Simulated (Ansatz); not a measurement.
## PbC (model cell, started as CsCl type): a soft mode frozen in

Wanted: the energy along a soft mode of PbC (model cell, started as CsCl type) and the structure at the end.

Calculated with Ansatz 0.2.0; DFT LDA, scalar-relativistic, plane waves, PAW.

The structure was built from a prototype and need not be the compound's stable phase.

### 1. Starting point

Symmetry: Pm-3m, No. 221, cubic system. The conventional cell has a = 3.187 Å, b = 3.187 Å, c = 3.187 Å, α = 90.00°, β = 90.00°, γ = 90.00°. Nearest to Pb lie 8 C at 2.76 Å. Nearest to C lie 8 Pb at 2.76 Å. Farther neighbours, and contacts between anions beyond the nearest, are not listed.

### 2. Phonons on a q mesh

Stability and thermal properties need the whole zone. Linear response on a 4×4×4 q mesh gives force constants as far as a supercell of that size would.

input.yaml reads:

```yaml
crystal:
  lattice:
    - [3.1867856418, 0.0, 0.0]
    - [0.0, 3.1867856418, 0.0]
    - [0.0, 0.0, 3.1867856418]
  atoms:
    - { symbol: Pb, position: [0.0, 0.0, 0.0] }
    - { symbol: C, position: [0.5, 0.5, 0.5] }
kpoints:
  mp_grid: { grid: [12, 12, 12] }
hamiltonian:
  xc: lda
scf:
  occupations: { method: methfessel_paxton, width: 0.15 }
output:
  eigenvalues: true
phonons:
  method: dfpt
  qmesh: [4, 4, 4]
  temperatures: { t_max: 1000, t_step: 50 }
  qpath:
    path:
      - [[0.0, 0.0, 0.0], [0.0, 0.5, 0.0], [0.5, 0.5, 0.0], [0.0, 0.0, 0.0], [0.5, 0.5, 0.5], [0.0, 0.5, 0.0]]
      - [[0.5, 0.5, 0.5], [0.5, 0.5, 0.0]]
    npoints: 10
```

On the command line:

```bash
> ansatz run input.yaml --threads 4 --pin off --max-ram 7168MiB --backend cpu --events-out ev --progress --plain --runs-dir out
```

The program printed:

```text
Engine: ansatz 0.2.0, aarch64-unknown-linux-gnu
Pseudopotentials: kind: paw
Pseudopotential: Pb, paw, valence charge 14, recommended cutoff 420 eV (normal), Pb.paw.azcp
Pseudopotential: C, paw, valence charge 4, recommended cutoff 420 eV (normal), C.paw.azcp
Functional definition: SPW92
  exchange = slater_x
  correlation = pw_c
Crystal: 2 atoms, lattice volume = 32.364 Å³
Basis set: ecut = 420 eV, 619 PW (Γ), exchange–correlation on 48×48×48 points (8 copies of the dense FFT grid, shifted against one another)
Bands: 13, of which v1, the nominal top of the filled ones, is band 9 counted from 1 (8 counted from 0)
Symmetry: 48 space group operations
k-points: 84 of 1728
Non-local potential: Pb, projectors of the file, l = 0: 2, l = 1: 2, l = 2: 2, l = 3: 2
Non-local potential: C, projectors of the file, l = 0: 2, l = 1: 2, l = 2: 1
PAW form: soft (Blöchl's): semilocal exchange-correlation on the pseudo side does not see the compensation charge
PAW frozen core: Pb, regenerated for the run's functional, and the local potential with it (the file was generated under x = pbe(κ = 0.804, μ = 0.219515), c = pbe(β = 0.066725))
PAW frozen core: C, regenerated for the run's functional, and the local potential with it (the file was generated under x = pbe(κ = 0.804, μ = 0.219515), c = pbe(β = 0.066725))
PAW one-centre angular grid: Pb, 590 points (default); XC on 64 Gauss nodes
PAW one-centre angular grid: C, 110 points (default); XC on 64 Gauss nodes
Initial density: superposition of atomic densities (neutral atoms: chi_scale 0, normalization atom), corrected by the library's trained network
Initial wavefunctions: pseudopotential atomic-orbital guess
Functional: x = slater, c = lda
SCF iter   1: F=—  HF=-11840.704171 eV  |F-HF|=—  |Δ(HF+E_count)|=         —  Δρ=8.78e-3  dr2=3.55e-2  ethr=1.77e-3  ⟨swp⟩=5.6  Hψ=14123  notcnv=0  defer=47
automatic band count: the SCF goes on with 17 bands, as 13 were too few: the levels above may hold too much charge
preconditioner: auto → none  [metal: Δε(μ)=0.045 eV  Ē_g=21.038 eV  σ=0.150 eV  W_gap=0.25  n_scr=6 (ndim 8)  ℏωp=27.7 eV  f_vac=0.000  D(μ)=1.27/eV (n_scr^D=6)  sad-step TF]
SCF iter   2: F=—  HF=-11840.699035 eV  |F-HF|=—  |Δ(HF+E_count)|=   5.14e-3  S|Δr|=    0.00e0  Δρ=6.52e-3  dr2=2.16e-2  ethr=1.97e-4  ⟨swp⟩=1.0  Hψ=2101  notcnv=0  defer=46
SCF iter   3: F=—  HF=-11840.693279 eV  |F-HF|=—  |Δ(HF+E_count)|=   5.76e-3  S|Δr|=    0.00e0  Δρ=1.17e-3  dr2=2.71e-4  ethr=1.20e-4  ⟨swp⟩=1.4  Hψ=1294  notcnv=0  defer=46
SCF iter   4: F=—  HF=-11840.693296 eV  |F-HF|=—  |Δ(HF+E_count)|=   1.73e-5  S|Δr|=    0.00e0  Δρ=5.36e-4  dr2=8.41e-5  ethr=1.50e-6  ⟨swp⟩=2.0  Hψ=1995  notcnv=0  defer=46
SCF iter   5: F=—  HF=-11840.693255 eV  |F-HF|=—  |Δ(HF+E_count)|=   4.16e-5  S|Δr|=    0.00e0  Δρ=1.11e-4  dr2=3.85e-6  ethr=4.67e-7  ⟨swp⟩=2.5  Hψ=1909  notcnv=0  defer=46
SCF iter   6: F=—  HF=-11840.693252 eV  |F-HF|=—  |Δ(HF+E_count)|=   2.66e-6  S|Δr|=    0.00e0  Δρ=3.75e-5  dr2=4.34e-7  ethr=2.14e-8  ⟨swp⟩=2.1  Hψ=1985  notcnv=0  defer=46
SCF iter   7: F=—  HF=-11840.693254 eV  |F-HF|=—  |Δ(HF+E_count)|=   1.82e-6  S|Δr|=    0.00e0  Δρ=2.38e-6  dr2=1.75e-9  ethr=2.41e-9  ⟨swp⟩=2.2  Hψ=2041  notcnv=0  defer=46
SCF iter   8: F=-11840.693254 eV  HF=-11840.693254 eV  |F-HF|=1.82e-12  |Δ(HF+E_count)|=  7.86e-10  S|Δr|=    0.00e0  Δρ=1.24e-7  dr2=4.18e-12  ethr=1.00e-12  ⟨swp⟩=10.1  Hψ=9330  notcnv=0
SCF 1 converged in 8 iterations: F = -11840.693254 eV  dr2 = 4.18e-12
  greatest PAW one-centre occupation: 0.981 electrons in one spin orbital (limit 2), on the Pb atom at site 0 (counted from 0), in its partial waves of l = 2
Initial density: read from a saved state, or passed on in memory by an earlier SCF of this step, an earlier step, the calling program or the single point that the run made first
iter 1 solved again at ethr=3.34e-8 eV; its pass at ethr=3.10e-3 eV (dr2=6.02e-6 eV) is discarded
SCF iter   1: F=—  HF=-11840.693255 eV  |F-HF|=—  |Δ(HF+E_count)|=         —  Δρ=1.69e-7  dr2=7.69e-12  ethr=3.34e-8  ⟨swp⟩=3.4  Hψ=9495  notcnv=0
eigensolver tolerance schedule: the retry pair's looser diagonalisation over-reported the residual by 782393.37 of it (diagonalisation noise at an unbounded share of the residual, at the tolerance the schedule requests for it); recorded, not acted on — ethr = c·dr2/N_el stays at c = 1.0e-1
preconditioner: auto → none  [metal: Δε(μ)=0.027 eV  Ē_g=16.008 eV  σ=0.150 eV  W_gap=0.15  n_scr=6 (ndim 8)  ℏωp=27.7 eV  f_vac=0.000  D(μ)=1.32/eV (n_scr^D=6)]
SCF iter   2: F=—  HF=-11840.693254 eV  |F-HF|=—  |Δ(HF+E_count)|=   8.65e-7  S|Δr|=    0.00e0  Δρ=1.04e-7  dr2=1.66e-12  ethr=1.00e-12  ⟨swp⟩=7.5  Hψ=5290  notcnv=0
SCF iter   3: F=-11840.693254 eV  HF=-11840.693254 eV  |F-HF|=3.64e-12  |Δ(HF+E_count)|=  1.82e-12  S|Δr|=    0.00e0  Δρ=5.49e-8  dr2=4.38e-13  ethr=1.00e-12  ⟨swp⟩=1.0  Hψ=2531  notcnv=0
SCF 2 converged in 3 iterations: F = -11840.693254 eV  dr2 = 4.38e-13
phonons: the bands overlap, so this run is a metal and interpolates without the dipole-dipole term. If the crystal is really an insulator or semiconductor, its LO-TO splitting is missing
NSCF: frozen V_eff on 84 k-points
WARN: eigensolver did not converge in 2 slots of this pass, the one above among them; of largest residual over every band (k=81): 1 band(s) unlocked (lowest unlocked band 16, counted from 0; max residual 1.29e-3 eV among the unlocked bands, 1.29e-3 eV over every band); of lowest unlocked band (k=80): band 16
NSCF: frozen V_eff on 196 k-points
DFPT response loops at q = (0, 0, 0) (fractional): preconditioner auto → Kerker (q_TF=auto, 2.474 Å⁻¹) (partly filled bands, converged f_vac=0.000); β = 1.00, the filter's whole step (`scf.mixing.beta` (0.50) is not read by the response loops under this deck's `scf.mixing.preconditioner`; to damp them name `kerker` or `kerker_dos`, under which they read `scf.mixing.beta`, and type it under 1.00, their step now; both keys bind the ground state too); Broyden in place of MSR1
NSCF: frozen V_eff on 1176 k-points
DFPT response loops at q = (0, 0, 0.25) (fractional): mixed as the last ones told, above
NSCF: frozen V_eff on 686 k-points
DFPT response loops at q = (0, 0, -0.5) (fractional): mixed as the last ones told, above
NSCF: frozen V_eff on 2016 k-points
DFPT response loops at q = (0, 0.25, 0.25) (fractional): mixed as the last ones told, above
NSCF: frozen V_eff on 1176 k-points
DFPT response loops at q = (0, 0.25, -0.5) (fractional): mixed as the last ones told, above
NSCF: frozen V_eff on 686 k-points
DFPT response loops at q = (0, -0.5, -0.5) (fractional): mixed as the last ones told, above
NSCF: frozen V_eff on 1872 k-points
DFPT response loops at q = (0.25, 0.25, 0.25) (fractional): mixed as the last ones told, above
NSCF: frozen V_eff on 2016 k-points
DFPT response loops at q = (0.25, 0.25, -0.5) (fractional): mixed as the last ones told, above
NSCF: frozen V_eff on 1176 k-points
DFPT response loops at q = (0.25, -0.5, -0.5) (fractional): mixed as the last ones told, above
NSCF: frozen V_eff on 392 k-points
DFPT response loops at q = (-0.5, -0.5, -0.5) (fractional): mixed as the last ones told, above
SCF converged after 8 iterations
Stability not checked: this state was not tested for a lower state beside it, because cold or Methfessel-Paxton smearing, or corrected tetrahedra, fill the levels in a way that the test cannot read (fill_not_monotonic; see scf.lower_state_search)
Free energy (F): -11840.693254 eV
Harris-Foulkes:  -11840.693254 eV  (|F-HF|=1.82e-12)
Internal energy: -11840.692501 eV  (E = F + TS)
E sigma→0 (E₀):  -11840.693065 eV
Entropy (-TS):   -0.000753 eV (-0.376 meV/atom)
Fermi energy:    12.127672 eV
--- Per-component energies (eV) ---
  E_band       = 9.976554
  E_kinetic    = 369.774591
  E_local      = -937.512879  (includes V_loc(G=0)·N_el)
  E_nonlocal   = 383.593738
  E_hartree    = 363.787778
  E_xc         = -265.329103
  E_vxc        = -190.820277  (∫ρ·V_xc dr)
  E_paw        = -10193.101518  (= ΣΔE_a)
  E_vpaw       = -342.634248  (= ΣTr[D̂ρ^β])
  E_aug_tail   = 0.000046  (compensation charges beyond the density's cutoff)
  E_ewald      = -1561.890272
  E_core_change = -0.014881  (= ΣΔE_core)
  E_smearing   = -0.000753  (= −TS)
  E_closure    = 0.000000  (closes the sum)
  Σ components = -11840.693254   (vs F -11840.693254, Δ=0.00e0)
--- Band table (eV; the first three rows and the last of 84) ---
  k-point 0: bands = [... 5 lower, -1.8101, 8.5090, 11.3537, 11.3537, 11.3537, 20.3757, 20.3757, 21.7437, ... 4 higher]
  k-point 1: bands = [... 5 lower, -1.7055, 8.1115, 11.4432, 11.4432, 11.5117, 19.9427, 20.4168, 21.5817, ... 4 higher]
  k-point 2: bands = [... 5 lower, -1.3890, 7.1403, 11.6996, 11.6996, 11.8587, 18.9515, 20.5383, 21.1104, ... 4 higher]
  k-point 83: bands = [... 5 lower, 4.3648, 8.1621, 10.7073, 10.7073, 10.7073, 11.8549, 11.8549, 11.8549, ... 4 higher]
--- Phonons (Γ-DFPT): 2 representative perturbations + reference (Σ response iterations 7) ---
  ASR residual: 1.485e-4 → 0.000e0 eV/Å²; symmetrization residual: 2.120e-6 eV/Å²
  ASR residual per site (eV/Å²): 2.28e-5 1.48e-4
  Γ frequencies (cm⁻¹): -72.66 -72.66 -72.66 0.00 0.00 0.00
--- Phonons (arbitrary-q DFPT): 10 irreducible q on the 4×4×4 mesh ---
  q = [0.0000, 0.0000, 0.0000] (star 1, of the zone-centre solve; hermiticity 1.92e-5, symmetrization 1.53e-11): -72.66 -72.66 -72.66 -0.00 0.00 0.00
  q = [0.0000, 0.0000, 0.2500] (star 6, 4 solved perturbations in 1848 linear systems a pass and spin channel, the states on 588 of 1728 k-point pairs; hermiticity 5.98e-7, symmetrization 2.63e-12): -27.99 -27.99 69.27 86.79 86.79 87.01
  q = [0.0000, 0.0000, -0.5000] (star 3, 4 solved perturbations in 1078 linear systems a pass and spin channel, the states on 343 of 1728 k-point pairs; hermiticity 1.32e-14, symmetrization 5.75e-13): -36.56 -36.56 106.50 116.02 134.77 134.77
  q = [0.0000, 0.2500, 0.2500] (star 12, 4 solved perturbations in 3108 linear systems a pass and spin channel, the states on 1008 of 1728 k-point pairs; hermiticity 1.29e-6, symmetrization 1.41e-12): -145.83 -136.92 -133.28 -36.69 75.75 85.86
  q = [0.0000, 0.2500, -0.5000] (star 12, 6 solved perturbations on 588 of 1728 k-point pairs; hermiticity 2.45e-7, symmetrization 4.01e-14): -107.91 -63.11 -46.87 71.90 80.71 118.55
  q = [0.0000, -0.5000, -0.5000] (star 3, 4 solved perturbations in 1078 linear systems a pass and spin channel, the states on 343 of 1728 k-point pairs; hermiticity 3.68e-7, symmetrization 4.14e-13): -186.42 -58.08 111.07 111.07 125.22 125.22
  q = [0.2500, 0.2500, 0.2500] (star 8, 2 solved perturbations on 936 of 1728 k-point pairs; hermiticity 4.94e-7, symmetrization 8.28e-13): -249.80 -23.24 -23.24 75.17 75.17 77.44
  q = [0.2500, 0.2500, -0.5000] (star 12, 4 solved perturbations in 3108 linear systems a pass and spin channel, the states on 1008 of 1728 k-point pairs; hermiticity 1.75e-7, symmetrization 5.51e-13): -247.15 -108.81 64.72 69.87 112.58 131.48
  q = [0.2500, -0.5000, -0.5000] (star 6, 4 solved perturbations in 1848 linear systems a pass and spin channel, the states on 588 of 1728 k-point pairs; hermiticity 2.27e-7, symmetrization 1.47e-13): -211.71 60.42 107.85 107.85 143.28 143.28
  q = [-0.5000, -0.5000, -0.5000] (star 1, 2 solved perturbations on 196 of 1728 k-point pairs; hermiticity 6.47e-14, symmetrization 8.67e-13): 65.57 65.57 65.57 101.13 101.13 101.13
  sum rule: each row above includes the acoustic sum rule's correction from the zone centre's row sums; it moved no ω² by more than (1.83 cm⁻¹)²
  mesh force constants: q→R imaginary residual 1.56e-19; ASR residual 1.485e-4 → 0.000e0 eV/Å²; symmetrization residual 3.553e-15 eV/Å²
  interpolated dispersion: 62 rows × 6 modes
  density of states and harmonic sums: on the 20×20×20 q-mesh, interpolated from the force constants of a 4×4×4 supercell (no non-analytic term)
  largest difference from the sums on the solved wave vectors: F 9.16e-2 eV, S 1.05e-4 and C_V 2.81e-5 eV/K
  zero-point energy: 0.017945 eV/cell   skipped modes (ω ≤ 0): 685, of them read as no rigid motion or as one in doubt: 682 (2.467e0 modes/cell left out, lowest -252.58 cm⁻¹)   left out of the sums: 4.11e-1 of the cell's modes: C_V's classical limit lies that fraction below 3 k_B per atom; for a crystal, a wire or a layer, F and S can be off by more, and a phonons.interpolated_qmesh denser along its periods is the remedy for the sampling
```

Run time: 3 min. Hardware: 4 threads of Arm Neoverse V1, shared host; peak memory 1.4 GiB; 12 min of CPU time.

Numbers from this step:

```
volume per atom                                         : 16.18 Å³
gap on the k-mesh                                       : 0 eV
sum-rule residual before enforcement                    : 1.48e-4 eV/Å²
lowest frequency on the path                            : -249.8 cm⁻¹
point group                                             : m-3m
highest frequency on path, mesh or solved points        : 145.6 cm⁻¹
highest optical mode at the zone centre (no LO-TO term) : -72.66 cm⁻¹
lowest optical zone-centre mode                         : -72.66 cm⁻¹
lowest mode on the q mesh (acoustic modes at Γ apart)   : -249.8 cm⁻¹
```

Frequencies (cm⁻¹) solved at each irreducible wavevector; negative means imaginary. Frequencies by wavevector, by row:

```csv
q in reciprocal lattice units,star,mode 1,mode 2,mode 3,mode 4,mode 5,mode 6
0 0 0,1,-72.7,-72.7,-72.7,0,0,0
0 0 0.25,6,-28,-28,69.3,86.8,86.8,87
0 0 -0.5,3,-36.6,-36.6,106.5,116,134.8,134.8
0 0.25 0.25,12,-145.8,-136.9,-133.3,-36.7,75.8,85.9
0 0.25 -0.5,12,-107.9,-63.1,-46.9,71.9,80.7,118.5
0 -0.5 -0.5,3,-186.4,-58.1,111.1,111.1,125.2,125.2
0.25 0.25 0.25,8,-249.8,-23.2,-23.2,75.2,75.2,77.4
0.25 0.25 -0.5,12,-247.2,-108.8,64.7,69.9,112.6,131.5
0.25 -0.5 -0.5,6,-211.7,60.4,107.8,107.8,143.3,143.3
-0.5 -0.5 -0.5,1,65.6,65.6,65.6,101.1,101.1,101.1
```

Interpolated from a 4×4×4 q mesh. Phonon branches along the path, in cm⁻¹:

```csv
point,branch 1,branch 2,branch 3,branch 4,branch 5,branch 6
Γ,-73,-73,-73,0,0,0
halfway,-28,-28,69,87,87,87
X,-37,-37,106,116,135,135
halfway,-108,-63,-47,72,81,119
M,-186,-58,111,111,125,125
halfway,-146,-137,-133,-37,76,86
Γ,-73,-73,-73,0,0,0
halfway,-250,-23,-23,75,75,77
R,66,66,66,101,101,101
halfway,-247,-109,65,70,113,132
X,-37,-37,106,116,135,135
jump to R,66,66,66,101,101,101
halfway,-212,60,108,108,143,143
M,-186,-58,111,111,125,125
```

The phonon branches as a text plot (rows in cm⁻¹):

```
    137 |      **                                 ***   **  ****
    121 |     ************                       *   ***** *    *
    104 |    *****   ********               ********** **********
     88 |   ***   *** *    ***           ***    ****  **   *
     71 |   *     *          **        **   *****  **     * *
     55 |  *      ** *   *    **     *** ***         **      *
     39 | **      *             *   ***          *    *
     22 |*                       * *                  *   *
      6 |**                      **
    -11 |                       *                      *
    -27 |  ****  *            **        *       *      **     *
    -44 |      ******     ****               *           *     *
    -60 |**        * *****      ** **             *             *
    -77 |*                *    *  *  ***             * *
    -93 |                 *    *    *              *
   -110 |                     *                     *
   -126 |                  ****                  *
   -143 |           *      ***              *
   -159 |            *    *          **                    *
   -176 |             * **                            *
   -192 |              *                          *         *   *
   -209 |                                  *                 ***
   -225 |                              *           * *
   -242 |                               ***         *
         Γ      X      M          Γ            R        X|R     M
```

Symmetry leaves 10 wavevectors to solve. The lowest mode among them, the acoustic zeros apart, lies at q = (0.25, 0.25, 0.25) and is imaginary, 249.8i cm⁻¹, so the energy falls along it.

### 3. The mode frozen in, largest atomic shift 0 Å

The mode followed lies at q = (0.25, 0.25, -0.5) with frequency 247.1i cm⁻¹, one of the unstable modes though not the softest. At small amplitude the pattern taken leaves space group no. 63 by a symmetry search on the positions. The undistorted cell that holds it gives the zero of energy on the same k mesh.

System of this step: PbC (model cell, started as CsCl type). Symmetry: Pm-3m, No. 221, cubic system. Conventional cell: a = 3.187 Å, b = 3.187 Å, c = 3.187 Å, α = 90.00°, β = 90.00°, γ = 90.00°. Nearest to Pb lie 8 C at 2.76 Å. Nearest to C lie 8 Pb at 2.76 Å. Farther neighbours, and contacts between anions beyond the nearest, are not listed.

input.yaml reads:

```yaml
crystal:
  lattice:
    - [-3.1867856418, 3.1867856418, 0.0]
    - [-3.1867856418, -3.1867856418, -3.1867856418]
    - [-3.1867856418, -3.1867856418, 3.1867856418]
  atoms:
    - { symbol: Pb, position: [0.0, 0.5, 0.5] }
    - { symbol: Pb, position: [0.5, 0.25, 0.25] }
    - { symbol: Pb, position: [0.0, 1.0, 0.0] }
    - { symbol: Pb, position: [0.5, 0.75, 0.75] }
    - { symbol: C, position: [0.5, 0.25, 0.75] }
    - { symbol: C, position: [0.0, 0.0, 0.5] }
    - { symbol: C, position: [0.5, 0.75, 0.25] }
    - { symbol: C, position: [0.0, 0.5, 0.0] }
kpoints:
  mp_grid: { grid: [8, 6, 6] }
hamiltonian:
  xc: lda
scf:
  occupations: { method: methfessel_paxton, width: 0.15 }
output:
  forces: true
  stress: true
  eigenvalues: true
```

The program printed:

```text
[...]
Crystal: 8 atoms, lattice volume = 129.455 Å³
Basis set: ecut = 420 eV, 2503 PW (Γ)
Bands: 44, of which v1, the nominal top of the filled ones, is band 36 counted from 1 (35 counted from 0)
Symmetry: 32 space group operations
[...]
k-points: 65 of 288
[...]
k-point 0: bands = [... 32 lower, 11.1923, 11.1923, 11.3558, 11.3615, 11.3630, 11.6238, 11.6238, 13.1199, ... 4 higher]
  k-point 1: bands = [... 32 lower, 10.9371, 11.1151, 11.1748, 11.3487, 11.6393, 11.9813, 12.1331, 12.9089, ... 4 higher]
  k-point 2: bands = [... 32 lower, 9.9076, 10.7305, 11.3088, 11.3430, 11.4816, 12.2761, 13.1524, 13.4741, ... 4 higher]
  k-point 64: bands = [... 32 lower, 11.6299, 11.6299, 13.0648, 13.0648, 13.0677, 13.0677, 14.1396, 14.1396, ... 4 higher]
[key lines of the parts left out:]
SCF converged after 6 iterations
Free energy (F): -47362.716302 eV
Fermi energy:    12.151260 eV
P = ⅓ Tr σ = -0.1599 GPa (-1.599 kbar)
```

It took 5.3 s on 4 threads; peak memory 0.59 GiB.

This step gave:

* pressure: -0.1599 GPa
* energy from the undistorted cell: 0 meV/atom

The run ends at a pressure of -0.16 GPa.

[end of part 1 of 3]

[Long decimals in the printed logs are rounded to 6 places.]

[Logs are printed without paths, hosts, clocks, repeated set-up lines and the standing remarks that a program may print on its own settings, such as how far it seeks lower states.]

[Hosts, paths, dates, database ids (printed as entryN), source tags and the programs' standing remarks are cut or masked in the printed files.]

[Where the starting crystal was built by hand or by swapping elements, it need not be the compound's stable phase.]
